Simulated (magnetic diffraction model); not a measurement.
# MnIn2Mo6 below its ordering temperature

Space group P-62m (no. 189), a = 7.6710 Å, c = 3.2760 Å.

| site | atom | x | y | z |
| --- | --- | --- | --- | --- |
| 2d | In | 2/3 | 1/3 | 1/2 |
| 3f | Mo | 0.4021 | 0.4021 | 0 |
| 3g | Mo | 0.7461 | 0.7461 | 1/2 |
| 1a | Mn | 0 | 0 | 0 |

The compound is invented for this exercise: a known structure type with other elements, its cell scaled to their sizes and not relaxed.

Only Mn is taken to order (form factors of Mn2+); orders and moment sizes are assumed, and not adapted to the symmetry. Radiation: neutrons of λ = 4.2 Å, 8° to 80°; isotropic B of 0.17 Å² (In), 0.2 Å² (Mo) and 0.17 Å² (Mn). The intensities are simulated: I ∝ L Σ (|F_N|² + |F_M⊥|²) for unpolarised neutrons, with F_M = 2.695 fm/μB × Σ f(s) S exp(2πi Q·r) exp(−B s²) at Q = H ± k (one set where k and −k are equivalent), only the part normal to Q counting and L = 1/(sin²θ cos θ). For collinear order S is the moment m, which repeats by lattice and centring translations R with the sign exp(−2πi k·R). Form factors are spin-only for 3d ions and dipole or tabulated for f ions, scattering lengths are Sears's of 1992, and absorption is left out. A label names one of the reflections at its angle. The strongest nuclear line in the range is 100, and lines under 0.2 are left out.

Above the ordering temperature:

```tsv
2θ (°)	index	I
36.86	(1 0 0)	66.0
66.39	(1 1 0)	100.0
78.43	(2 0 0)	6.8
79.74	(0 0 1)	28.9
```

Below it (cell unchanged):

| 2θ (°) | I |
| --- | --- |
| 36.86 | 140.1 |
| 66.39 | 121.9 |
| 78.43 | 22.5 |
| 79.74 | 36.3 |

**Question.** Find the propagation vector, then choose among these models:
A. collinear moments along [101], 3.12 μB on Mn
B. collinear moments along [001], 3.12 μB on Mn
C. collinear moments along [120], 3.12 μB on Mn

No line moves, and magnetic intensity falls on nuclear lines such as the one at 36.86°, so the magnetic cell equals the chemical primitive cell: k = 0.

Magnetic intensity, observed (below minus above) and for each model:

| 2θ (°) | index | observed | A | B | C |
| --- | --- | --- | --- | --- | --- |
| 36.86 | (1 0 0) | 74.1 | 74.1 | 128.4 | 64.2 |
| 66.39 | (1 1 0) | 21.9 | 21.9 | 37.9 | 19.0 |
| 78.43 | (2 0 0) | 15.7 | 15.7 | 27.2 | 13.6 |
| 79.74 | (0 0 1) | 7.4 | 7.4 | <0.2 | 8.8 |

Model A matches.

The structure used: k = (0 0 0), collinear moments along [101], 3.12 μB on Mn.

[Logs are printed without paths, hosts, clocks, repeated set-up lines and the standing remarks that a program may print on its own settings, such as how far it seeks lower states.]
